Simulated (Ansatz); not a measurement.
# Core levels in a random alloy: Mg3Sc (Sc on 25 % of the Mg sites, one arrangement)

What do XPS lines of Mg3Sc (Sc on 25 % of the Mg sites, one arrangement) look like, site by site?

Program: Ansatz 0.2.0. Level of theory: DFT, r2SCAN, plane-wave PAW, default files, scalar-relativistic. Results are calculated unless marked as measured.

Most raw output is cut from this account.

## (1) The starting structure

The cell holds 16 atoms: 12 Mg and 4 Sc. Cell: a = 7.629 Å, b = 7.629 Å, c = 8.277 Å, α = 64.4°, β = 115.6°, γ = 86.4°. It derives from Mg and Sc. How the cell was made: random alloy; site: Mg; solute: Sc; fraction 0.25; sites picked by the rule 'random', which a small cell need not show; lattice typed at the start.

## (2) Relaxing the atoms

Atoms near a foreign or missing neighbour move off the ideal sites, so they are relaxed first.

Contents of input.yaml:

```yaml
crystal:
  lattice:
    - [-4.8154711691, 2.7802135758, 5.2230502336]
    - [-4.8154711691, 2.7802135758, -5.2230502336]
    - [-3.2103141127, -5.5604271515, -5.2230502336]
  atoms:
    - { symbol: Mg, position: [0.625, 0.875, 0.75] }
    - { symbol: Mg, position: [0.125, 0.375, 0.75] }
    - { symbol: Sc, position: [0.25, 0.75, 0.5] }
    - { symbol: Mg, position: [0.75, 0.25, 0.5] }
    - { symbol: Sc, position: [0.875, 0.625, 0.25] }
    - { symbol: Mg, position: [0.375, 0.125, 0.25] }
    - { symbol: Mg, position: [0.5, 0.5, 0.0] }
    - { symbol: Sc, position: [0.0, 0.0, 0.0] }
    - { symbol: Mg, position: [0.8333333333, 0.8333333333, 0.5] }
    - { symbol: Mg, position: [0.3333333333, 0.3333333333, 0.5] }
    - { symbol: Mg, position: [0.4583333333, 0.7083333333, 0.25] }
    - { symbol: Mg, position: [0.9583333333, 0.2083333333, 0.25] }
    - { symbol: Mg, position: [0.0833333333, 0.5833333333, 0.0] }
    - { symbol: Sc, position: [0.5833333333, 0.0833333333, 0.0] }
    - { symbol: Mg, position: [0.7083333333, 0.4583333333, 0.75] }
    - { symbol: Mg, position: [0.2083333333, 0.9583333333, 0.75] }
kpoints:
  mp_grid: { grid: [4, 4, 4] }
scf:
  occupations: { method: fermi_dirac, width: 0.08 }
  n_extra_bands: 16
hamiltonian:
  xc: r2scan
  pseudopotentials: { kind: paw }
output:
  forces: true
relax:
  f_tol: 0.04
  max_steps: 35
  cell: {}
```

The run is started by

```
ansatz run input.yaml --threads 4 --pin off --max-ram 14336MiB --backend cpu --events-out ev --progress --plain --runs-dir out
```

Wall time 9.7 min (4 threads of Intel Xeon at 2.50GHz (Skylake/Cascade Lake), shared host); peak memory 2.6 GiB.

The steps of the relaxation:

| step | energy less that of the first step (eV) | largest force component (eV/Å) | pressure (GPa) | volume (Å³) |
| --- | --- | --- | --- | --- |
| 1 | 0.0000 | 0.2087 | 0.02 | 372.94 |
| 2 | -0.0467 | 0.0712 | 0.01 | 373.17 |
| 3 | -0.0530 | 0.0133 | -0.01 | 373.11 |
| 4 | -0.0545 | 0.0107 | 0.02 | 372.78 |
| 5 | -0.0547 | 0.0026 | 0.00 | 372.95 |
| 6* | -0.0547 | 0.0026 | 0.00 | 372.95 |

Relaxation steps marked * repeat the geometry before them on a plane-wave basis chosen anew for their cell, so energy and pressure can jump there.

| cell as run | before | after | change |
| --- | --- | --- | --- |
| a (Å) | 7.629 | 7.687 | +0.8 % |
| b (Å) | 7.629 | 7.613 | -0.2 % |
| c (Å) | 8.277 | 8.267 | -0.1 % |
| α (°) | 64.40 | 64.46 | +0.1 % |
| β (°) | 115.60 | 115.56 | -0.0 % |
| γ (°) | 86.42 | 85.69 | -0.8 % |
| volume (Å³/atom) | 23.31 | 23.31 | +0.0 % |

The atoms that moved most (Å, as changes of fractional coordinates times the final cell):

| atom | dx | dy | dz | length |
| --- | --- | --- | --- | --- |
| Mg12 | 0.031 | 0.043 | 0.064 | 0.083 |
| Mg4 | 0.069 | 0.035 | 0.017 | 0.080 |
| Mg6 | 0.058 | -0.041 | 0.022 | 0.074 |
| Mg16 | -0.033 | 0.050 | -0.043 | 0.073 |
| Sc3 | 0.031 | -0.052 | -0.040 | 0.073 |
| Mg7 | -0.041 | -0.025 | -0.041 | 0.063 |
| Mg13 | 0.000 | 0.020 | 0.047 | 0.051 |
| Sc8 | 0.045 | 0.015 | 0.019 | 0.051 |

This step gave:

* free energy: -31679.1889 eV
* energy at zero smearing: -31679.0483 eV
* smearing term TS: 0.2813 eV
* Fermi energy: 6.534 eV
* symmetry operations: 1
* pressure: -0.002510 GPa

The relaxation ends with a largest force component of 0.0026 eV/Å and a pressure of 0.00 GPa.

## (3) Valence states

First the ground state, then the DOS by atom and shell, which the cross sections turn into spectra.

Contents of input.yaml:

```yaml
crystal:
  lattice:
    - [-4.8762749472, 2.8223545457, 5.2290818568]
    - [-4.8493494377, 2.7675970681, -5.175110234]
    - [-3.1931054013, -5.55617746, -5.222968487]
  atoms:
    - { symbol: Mg, position: [0.6277724433, 0.873068815, 0.7558397171] }
    - { symbol: Mg, position: [0.1274536169, 0.373945017, 0.7507647071] }
    - { symbol: Sc, position: [0.2437505319, 0.7468503924, 0.5045695283] }
    - { symbol: Mg, position: [0.742801771, 0.2495925047, 0.4898512101] }
    - { symbol: Sc, position: [0.8793834153, 0.6242842003, 0.2551998591] }
    - { symbol: Mg, position: [0.3713694819, 0.1160709078, 0.2510872982] }
    - { symbol: Mg, position: [0.5013387739, 0.502726422, 0.006506763] }
    - { symbol: Sc, position: [-0.0038060384, -0.0018354088, -0.0055385966] }
    - { symbol: Mg, position: [0.8313803165, 0.8322196727, 0.5038300176] }
    - { symbol: Mg, position: [0.3368961722, 0.335317201, 0.4968620637] }
    - { symbol: Mg, position: [0.4560985362, 0.7134303987, 0.2510834452] }
    - { symbol: Mg, position: [0.9599011004, 0.2057311506, 0.2418195508] }
    - { symbol: Mg, position: [0.0873811662, 0.5810671009, -0.0027418482] }
    - { symbol: Sc, position: [0.5888179171, 0.0848645259, 0.0022676116] }
    - { symbol: Mg, position: [0.709317609, 0.4599504137, 0.7527942349] }
    - { symbol: Mg, position: [0.206809853, 0.9693833524, 0.7458044381] }
kpoints:
  mp_grid: { grid: [4, 4, 4] }
scf:
  occupations: { method: fermi_dirac, width: 0.08 }
  n_extra_bands: 19
hamiltonian:
  xc: r2scan
  pseudopotentials: { kind: paw }
output:
  forces: true
  stress: true
  dos:
    projected: true
    de: 0.05
    e_range: [-30, 12]
    method: { smearing: { sigma: 0.1, scheme: gaussian } }
  eigenstates:
    kpoints:
      - [0.0, 0.0, 0.0]
      - [-0.08333333, -0.08333333, -0.16666667]
      - [-0.16666667, -0.16666667, -0.33333333]
      - [-0.25, -0.25, -0.5]
      - [-0.33333333, -0.33333333, 0.33333333]
      - [-0.41666667, -0.41666667, 0.16666667]
      # [... 22 more points ...]
      - [0.375, 0.375, 0.250001]
      - [0.5, -0.5, 0.166668]
    e_range: [-9.0, 3.0]
    unfold: { supercell_matrix: [[-1, 1, 1], [-1, 1, -1], [-2, -2, -1]] }
```

It took 3.3 min on 4 threads; peak memory 2.9 GiB; 13 min of CPU time.

This step gave:

- pressure: -0.002487 GPa
- zero of energy: Fermi level
- share of occupied states in no projected shell: 0.1154 of the occupied states in the window
- DOS at the Fermi level: 13.87 states/eV/cell

A(k,E), total over k along the path and E. Zero: Fermi level.

Values in eV⁻¹, 12 rows by 16 columns, each cell a mean:
```
0.78 0.86 0.84 0.83 0.85 0.98 0.95 0.97 0.78 0.69 0.56 0.72 0.87 0.87 0.75 0.67
0.45 0.43 0.62 0.67 0.92 0.80 0.79 0.36 0.46 0.52 0.50 0.50 0.64 0.44 0.48 0.98
0.25 0.43 1.04 0.73 0.70 0.89 1.26 0.49 0.29 0.55 0.40 0.32 0.49 0.79 0.74 2.09
0.54 1.19 0.86 0.38 0.52 1.34 0.43 1.04 0.54 0.22 0.12 0.12 0.17 1.54 2.54 1.41
1.18 0.37 0.09 1.32 1.39 0.50 0.16 0.50 0.96 0.11 0.04 0.05 0.17 0.89 0.39 0.13
0.15 0.07 0.08 0.35 0.14 0.24 0.18 0.05 0.30 0.28 0.02 0.03 0.47 0.42 0.08 0.04
0.06 0.03 0.38 0.12 0.05 0.05 0.37 0.05 0.07 0.42 0.06 0.14 0.84 0.04 0.03 0.03
0.02 0.06 0.43 0.05 0.03 0.02 0.20 0.05 0.02 0.28 0.44 0.99 0.54 0.02 0.02 0.01
0.02 0.41 0.14 0.01 0.01 0.01 0.25 0.26 0.02 0.07 1.20 0.82 0.02 0.01 0.01 0.01
0.63 0.53 0.01 0.01 0.01 0.01 0.01 0.66 0.60 0.83 0.30 0.04 0.02 0.01 0.01 0.00
0.34 0.03 0.00 0.00 0.00 0.00 0.00 0.04 0.35 0.10 0.02 0.01 0.00 0.00 0.00 0.00
0.01 0.01 0.00 0.00 0.00 0.00 0.00 0.01 0.01 0.01 0.01 0.01 0.00 0.00 0.00 0.00
```
Columns: k along the path (Å⁻¹) from 0 to 5.47 (not evenly spaced); rows upwards: E (eV) from -8.7 to 2.60.

Peaks of A(k,E) at the labelled points: for each region the eleven nearest the zero at most, each over 6 % of that point's highest, less those above the energy where the solved bands run out; weight and spread sum the levels within three half widths or 0.3 eV, so near peaks share levels. Peaks of the spectral function, the first 40 of 66 rows:

| point | weight on | E (eV) | A (1/eV) | weight near the peak | rms spread of levels (eV) |
| --- | --- | --- | --- | --- | --- |
| Γ | total | -6.86 | 3.827 | 0.967 | 0 |
| Γ | total | -2.72 | 0.425 | 0.112 | 0.036 |
| Γ | total | -1.24 | 6.34 | 1.606 | 0.004 |
| Γ | total | 0.78 | 0.42 | 0.271 | 0.186 |
| Γ | total | 1.02 | 0.506 | 0.191 | 0.112 |
| Γ | total | 1.42 | 0.834 | 0.27 | 0.112 |
| Γ | total | 1.74 | 0.961 | 0.437 | 0.114 |
| Γ | total | 1.82 | 0.917 | 0.579 | 0.157 |
| Γ | total | 1.96 | 1.003 | 0.611 | 0.163 |
| Γ | total | 2.12 | 1.02 | 0.525 | 0.152 |
| Γ | total | 2.42 | 0.879 | 0.294 | 0.105 |
| M | total | -1.82 | 3.854 | 1.382 | 0.1 |
| M | total | -0.98 | 0.276 | 0.113 | 0.116 |
| M | total | -0.78 | 0.331 | 0.14 | 0.162 |
| M | total | -0.7 | 0.323 | 0.208 | 0.2 |
| M | total | -0.44 | 0.628 | 0.258 | 0.156 |
| M | total | 0.18 | 0.863 | 0.296 | 0.092 |
| M | total | 0.62 | 1.331 | 0.408 | 0.045 |
| M | total | 0.96 | 0.5 | 0.309 | 0.101 |
| M | total | 1.2 | 1.159 | 0.45 | 0.146 |
| M | total | 1.4 | 0.859 | 0.468 | 0.139 |
| M | total | 1.84 | 0.947 | 0.363 | 0.137 |
| K | total | -1.44 | 0.614 | 0.188 | 0.119 |
| K | total | -1.02 | 1.976 | 1.02 | 0.138 |
| K | total | -0.74 | 3.477 | 2.057 | 0.189 |
| K | total | -0.66 | 3.576 | 1.677 | 0.122 |
| K | total | -0.46 | 2.652 | 1.162 | 0.107 |
| K | total | 0.16 | 0.562 | 0.28 | 0.188 |
| K | total | 0.36 | 0.656 | 0.327 | 0.164 |
| K | total | 0.58 | 0.925 | 0.404 | 0.134 |
| K | total | 0.7 | 0.945 | 0.415 | 0.134 |
| K | total | 0.92 | 0.748 | 0.514 | 0.181 |
| K | total | 1.12 | 1.16 | 0.361 | 0.099 |
| A | total | 0.18 | 0.544 | 0.247 | 0.145 |
| A | total | 0.32 | 0.482 | 0.292 | 0.161 |
| A | total | 0.5 | 0.484 | 0.223 | 0.166 |
| A | total | 0.78 | 0.394 | 0.251 | 0.19 |
| A | total | 0.92 | 0.518 | 0.158 | 0.08 |
| A | total | 1.3 | 0.739 | 0.303 | 0.087 |
| A | total | 1.46 | 0.855 | 0.384 | 0.127 |

The DOS has structure finer than the step of the table below, so its rows give means over 1 eV, whole bins alone (the curve runs from -30.0 to 2.33 eV). Peaks (eV: height): total -29.6: 76.4, 2.0: 15.7; Sc 3d 0.5: 9.29, 2.0: 10.9; Mg 3s -4.8: 3.27, -3.9: 4.13, -2.7: 3.85, -2.4: 3.18; Mg 3p* -0.2: 3.46; Sc 4s -5.0: 0.754, -4.1: 0.996, -3.0: 1.38, -1.8: 1.29.

* holds the states left over by the projection beside any projected weight of its own, shared among the starred shells. DOS against E, zero at the Fermi level; means over each step; values in states/eV/cell:

| E (eV) | total | Sc 3d | Mg 3s | Mg 3p* | Sc 4s | Sc 4p* | Sc 3p |
| --- | --- | --- | --- | --- | --- | --- | --- |
| -29 | 6.45 | 0.00535 | 0.00864 | 1.7e-5 | 0.00575 | 0 | 6.43 |
| -28 | 0 | 0 | 0 | 0 | 0 | 0 | 0 |
| -27 | 0 | 0 | 0 | 0 | 0 | 0 | 0 |
| -26 | 0 | 0 | 0 | 0 | 0 | 0 | 0 |
| -25 | 0 | 0 | 0 | 0 | 0 | 0 | 0 |
| -24 | 0 | 0 | 0 | 0 | 0 | 0 | 0 |
| -23 | 0 | 0 | 0 | 0 | 0 | 0 | 0 |
| -22 | 0 | 0 | 0 | 0 | 0 | 0 | 0 |
| -21 | 0 | 0 | 0 | 0 | 0 | 0 | 0 |
| -20 | 0 | 0 | 0 | 0 | 0 | 0 | 0 |
| -19 | 0 | 0 | 0 | 0 | 0 | 0 | 0 |
| -18 | 0 | 0 | 0 | 0 | 0 | 0 | 0 |
| -17 | 0 | 0 | 0 | 0 | 0 | 0 | 0 |
| -16 | 0 | 0 | 0 | 0 | 0 | 0 | 0 |
| -15 | 0 | 0 | 0 | 0 | 0 | 0 | 0 |
| -14 | 0 | 0 | 0 | 0 | 0 | 0 | 0 |
| -13 | 0 | 0 | 0 | 0 | 0 | 0 | 0 |
| -12 | 0 | 0 | 0 | 0 | 0 | 0 | 0 |
| -11 | 0 | 0 | 0 | 0 | 0 | 0 | 0 |
| -10 | 0 | 0 | 0 | 0 | 0 | 0 | 0 |
| -9 | 0 | 0 | 0 | 0 | 0 | 0 | 0 |
| -8 | 0 | 0 | 0 | 0 | 0 | 0 | 0 |
| -7 | 0.385 | 4.2e-4 | 0.297 | 3.8e-4 | 0.0859 | 5.6e-4 | 0 |
| -6 | 1.95 | 0.0126 | 1.58 | 0.00622 | 0.346 | 0.00822 | 0 |
| -5 | 3.17 | 0.0736 | 2.46 | 0.0317 | 0.575 | 0.0220 | 0 |
| -4 | 4.14 | 0.218 | 2.95 | 0.115 | 0.803 | 0.0526 | 0 |
| -3 | 5.27 | 0.573 | 3.27 | 0.359 | 0.933 | 0.133 | 0 |
| -2 | 6.49 | 1.41 | 2.75 | 0.944 | 1.06 | 0.325 | 0 |
| -1 | 8.42 | 3.06 | 1.69 | 2.10 | 0.863 | 0.708 | 0 |
| 0 | 12.7 | 7.18 | 0.944 | 3.11 | 0.402 | 1.04 | 0 |
| 1 | 11.4 | 7.41 | 0.628 | 2.34 | 0.269 | 0.785 | 0 |

Sums over each group's atoms; a table of it gives point samples, which can step over narrow peaks. DOS of the group against E, zero at the Fermi level; values in states/eV:

| E (eV) | Sc: Sc 3d | Mg: Mg 3s | Sc: Sc 4s | Sc: Sc 3p |
| --- | --- | --- | --- | --- |
| -8 | 0 | 0 | 0 | 0 |
| -7 | 5.1e-5 | 0.0551 | 0.0170 | 0 |
| -6 | 0.0135 | 2.19 | 0.465 | 0 |
| -5 | 0.0708 | 2.37 | 0.692 | 0 |
| -4 | 0.270 | 3.65 | 0.945 | 0 |
| -3 | 0.566 | 3.29 | 1.11 | 0 |
| -2 | 1.39 | 2.73 | 1.11 | 0 |
| -1 | 3.03 | 1.63 | 0.921 | 0 |
| 0 | 7.77 | 0.957 | 0.392 | 0 |
| 1 | 6.75 | 0.631 | 0.246 | 0 |
| 2 | 10.5 | 0.880 | 0.409 | 0 |

Simulated valence spectra by photon energy, shown to 13 eV, since a deeper line would dwarf them at some energies; the 100 % can be that line's tail at the edge; this run's widths, added to any smearing of the DOS itself: Gaussian 0.1 eV, Lorentzian 0.05 eV plus 0.05 an eV of depth. The intensity by binding energy, zero at the Fermi level; values in % of the maximum within 13 eV:

| binding energy (eV) | 21.2 eV | 40.8 eV | 1486.7 eV | 5414.7 eV | 8047.8 eV |
| --- | --- | --- | --- | --- | --- |
| -1 | 0.636 | 0.640 | 2.39 | 1.67 | 1.53 |
| 0 | 56.7 | 56.7 | 46.8 | 23.5 | 21.5 |
| 1 | 46.0 | 46.3 | 81.5 | 67.3 | 66.7 |
| 2 | 23.0 | 23.3 | 94.2 | 91.5 | 91.6 |
| 3 | 11.1 | 11.5 | 96.1 | 97.8 | 97.9 |
| 4 | 6.16 | 6.49 | 89.2 | 91.3 | 91.0 |
| 5 | 2.96 | 3.20 | 64.4 | 66.3 | 66.1 |
| 6 | 1.55 | 1.72 | 46.0 | 46.6 | 46.1 |
| 7 | 0.314 | 0.344 | 9.71 | 9.10 | 8.87 |
| 8 | 0.107 | 0.113 | 3.77 | 2.76 | 2.50 |
| 9 | 0.0666 | 0.0697 | 3.17 | 2.02 | 1.75 |
| 10 | 0.0472 | 0.0492 | 3.11 | 1.83 | 1.52 |
| 11 | 0.0357 | 0.0370 | 3.23 | 1.81 | 1.47 |
| 12 | - | 0.0291 | 3.47 | 1.88 | 1.50 |

Maxima picked by a test of local sharpness, so broad peaks and shoulders can be missing; peaks within 0.45 eV of a curve's cut are left out. Valence peaks, by row:

| photon energy (eV) | binding energy (eV) | height (% of the maximum within 13 eV) | main shell | its share (%) |
| --- | --- | --- | --- | --- |
| 21.2 | 3.9 | 6.507 | Sc 3d | 63.68 |
| 21.2 | 0.15 | 100 | Sc 3d | 98.35 |
| 40.8 | 3.9 | 6.839 | Sc 3d | 60.2 |
| 40.8 | 0.15 | 100 | Sc 3d | 97.72 |
| 1487 | 6 | 46.36 | Mg 3s | 76.88 |
| 1487 | 4.8 | 67.58 | Mg 3s | 75.89 |
| 1487 | 3.95 | 90.27 | Mg 3s | 74.44 |
| 1487 | 2.75 | 99.04 | Mg 3s | 70.33 |
| 1487 | 2.3 | 92.69 | Mg 3s | 65.03 |
| 1487 | 1.8 | 100 | Mg 3s | 57.35 |
| 1487 | 1.2 | 84.69 | Mg 3s | 46.25 |
| 1487 | 0.9 | 83.15 | Mg 3s | 40.21 |
| 1487 | 0.6 | 85.05 | Mg 3s | 37.75 |
| 1487 | 0.2 | 85.52 | Sc 3d | 48.3 |
| 5415 | 6 | 46.95 | Mg 3s | 71.06 |
| 5415 | 4.8 | 68.98 | Mg 3s | 69.61 |
| 5415 | 3.95 | 92.11 | Mg 3s | 68.3 |
| 5415 | 2.9 | 100 | Mg 3s | 63.28 |
| 5415 | 2.3 | 91.41 | Mg 3s | 61.74 |
| 5415 | 1.8 | 95.38 | Mg 3s | 56.3 |
| 5415 | 0.95 | 67.38 | Mg 3s | 46.43 |
| 8048 | 6 | 46.51 | Mg 3s | 68.87 |
| 8048 | 4.85 | 68.61 | Mg 3s | 66.46 |
| 8048 | 3.95 | 91.73 | Mg 3s | 65.84 |
| 8048 | 2.9 | 100 | Mg 3s | 60.75 |
| 8048 | 2.3 | 91.26 | Mg 3s | 59.37 |
| 8048 | 1.8 | 95.37 | Mg 3s | 54.05 |
| 8048 | 0.95 | 66.72 | Sc 4s | 49.34 |

Shapes are the site's partial DOS without matrix elements, which overweights lines from ligand s bands. Table of intensity by emission energy less the core level's binding energy, zero at the Fermi level; read off at these points; values in % of the unpolarised maximum:

| emission energy less the core level's binding energy (eV) | Mg L2,3 | Sc L-alpha |
| --- | --- | --- |
| -29.0 | 0.411 | 0.132 |
| -28.0 | 0.146 | 0.0547 |
| -27.0 | 0.0758 | 0.0306 |
| -26.0 | 0.0550 | 0.0233 |
| -25.0 | 0.0478 | 0.0208 |
| -24.0 | 0.0459 | 0.0203 |
| -23.0 | 0.0467 | 0.0207 |
| -22.0 | 0.0493 | 0.0218 |
| -21.0 | 0.0534 | 0.0234 |
| -20.0 | 0.0591 | 0.0255 |
| -19.0 | 0.0663 | 0.0281 |
| -18.0 | 0.0757 | 0.0313 |
| -17.0 | 0.0876 | 0.0352 |
| -16.0 | 0.103 | 0.0401 |
| -15.0 | 0.124 | 0.0461 |
| -14.0 | 0.152 | 0.0538 |
| -13.0 | 0.191 | 0.0636 |
| -12.0 | 0.248 | 0.0766 |
| -11.0 | 0.339 | 0.0943 |
| -10.0 | 0.496 | 0.119 |
| -9.0 | 0.816 | 0.157 |
| -8.0 | 1.77 | 0.219 |
| -7.0 | 12.2 | 0.357 |
| -6.0 | 49.2 | 0.882 |
| -5.0 | 73.3 | 2.53 |
| -4.0 | 92.0 | 6.38 |
| -3.0 | 99.3 | 15.0 |
| -2.9 | 99.9 | 16.3 |
| -2.0 | 86.9 | 34.7 |
| -1.0 | 55.4 | 74.0 |
| -0.4 | 38.1 | 99.6 |
| 0.0 | 19.6 | 72.5 |
| 1.0 | 0.799 | 3.98 |

Sums over each group's atoms; left-over states aren't shared out by site. Site centres, by row:

| group | element | shell | occupied states | centre of occupied part (eV) | centre up to the window's top (eV) |
| --- | --- | --- | --- | --- | --- |
| Mg | Mg | 3s | 15.61 | -3.471 | -2.983 |
| Sc | Sc | 4s | 4.915 | -3.083 | -2.487 |
| Sc | Sc | 3p | 23.92 | -29.58 | -29.58 |
| Sc | Sc | 3d | 8.546 | -1.142 | 0.5455 |

The spectra weight each projected shell by its atomic cross section (Dirac–Hartree–Slater) and angular factor, for unpolarised light with the analyser at 54.7° from the beam. Broadening, on top of any smearing of the DOS itself: a Gaussian of 0.1 eV and a Lorentzian of 0.05 eV plus 0.05 times the binding energy (full widths), Fermi edge at 20 K. Curves are cut 10 eV under the photon energy, above any shell that the free atom's threshold puts out of reach, or at the lower edge of the window: 11.2 eV at 21.2 eV, 28.5 eV at 40.8 eV, 30 eV at 1486.7 eV, 30 eV at 5414.7 eV and 30 eV at 8047.8 eV. A star in tables and legends marks shells that hold the states left over by the projection (11.5 % of the filled ones), a stand-in for orbitals that the files don't project on. Dipole terms alone, which is rough above 3 keV; no background, satellites or final-state effects.

Share of each shell in the spectrum's area (%), by photon energy:

| shell | 21.2 eV | 40.8 eV | 1486.7 eV | 5414.7 eV | 8047.8 eV |
| --- | --- | --- | --- | --- | --- |
| Mg 3s | 6.7 | 7.5 | 10.2 | 16.6 | 19.3 |
| Sc 4s | 1.4 | 1.7 | 3.5 | 9.0 | 11.8 |
| Sc 3p | 0.0 | 0.0 | 84.0 | 73.6 | 68.3 |
| Sc 3d | 90.9 | 89.3 | 1.8 | 0.4 | 0.2 |

States with weight above 0.08 nearest the zero at Γ of the zone, within the window kept, -6.9 to 2.6 eV (levels that the program groups as degenerate share a row):

| E (eV) | weight, total |
| --- | --- |
| -1.25 | 0.84 |
| -1.24 | 0.77 |
| 1.03 | 0.09 |
| 1.44 | 0.12 |
| 1.74 | 0.12 |
| 1.84 | 0.09 |
| 1.96 | 0.15 |
| 2.10 | 0.14 |
| 2.20 | 0.10 |
| 2.42 | 0.15 |

States with weight above 0.08 nearest the zero at M of the zone, within the window kept, -6.9 to 2.6 eV (levels that the program groups as degenerate share a row):

| E (eV) | weight, total |
| --- | --- |
| -1.81 | 0.78 |
| -1.76 | 0.17 |
| 0.17 | 0.11 |
| 0.56 | 0.20 |
| 0.65 | 0.21 |
| 1.20 | 0.24 |
| 1.41 | 0.14 |
| 1.55 | 0.08 |
| 1.74 | 0.09 |
| 1.85 | 0.16 |

States with weight above 0.08 nearest the zero at K of the zone, within the window kept, -6.9 to 2.6 eV (levels that the program groups as degenerate share a row):

| E (eV) | weight, total |
| --- | --- |
| -1.42 | 0.09 |
| -1.03 | 0.38 |
| -0.76 | 0.59 |
| -0.65 | 0.59 |
| -0.46 | 0.50 |
| 0.36 | 0.10 |
| 0.57 | 0.15 |
| 0.71 | 0.15 |
| 0.91 | 0.11 |
| 1.12 | 0.25 |

States with weight above 0.08 nearest the zero at A of the zone, within the window kept, -6.9 to 2.6 eV (levels that the program groups as degenerate share a row):

| E (eV) | weight, total |
| --- | --- |
| -5.36 | 0.85 |
| -4.27 | 0.13 |
| 0.18 | 0.10 |
| 0.93 | 0.10 |
| 1.29 | 0.14 |
| 1.46 | 0.10 |
| 1.63 | 0.08 |
| 2.09 | 0.09 |
| 2.29 | 0.10 |
| 2.61 | 0.14 |

The largest force component on a free atom is 0.003 eV/Å, so the atoms are at rest for these settings too. At the Fermi level the DOS is 13.87 states/eV a cell.

(Part 1 of 2 ends here.)

[Logs are printed without paths, hosts, clocks, repeated set-up lines and the standing remarks that a program may print on its own settings, such as how far it seeks lower states.]

[Hosts, paths, dates, database ids (printed as entryN), source tags and the programs' standing remarks are cut or masked in the printed files.]

[Maps of the electrostatic potential energy from Ansatz leave out the sawtooth potential of an applied field or a dipole correction, so their vacuum need not be flat; work functions include it.]
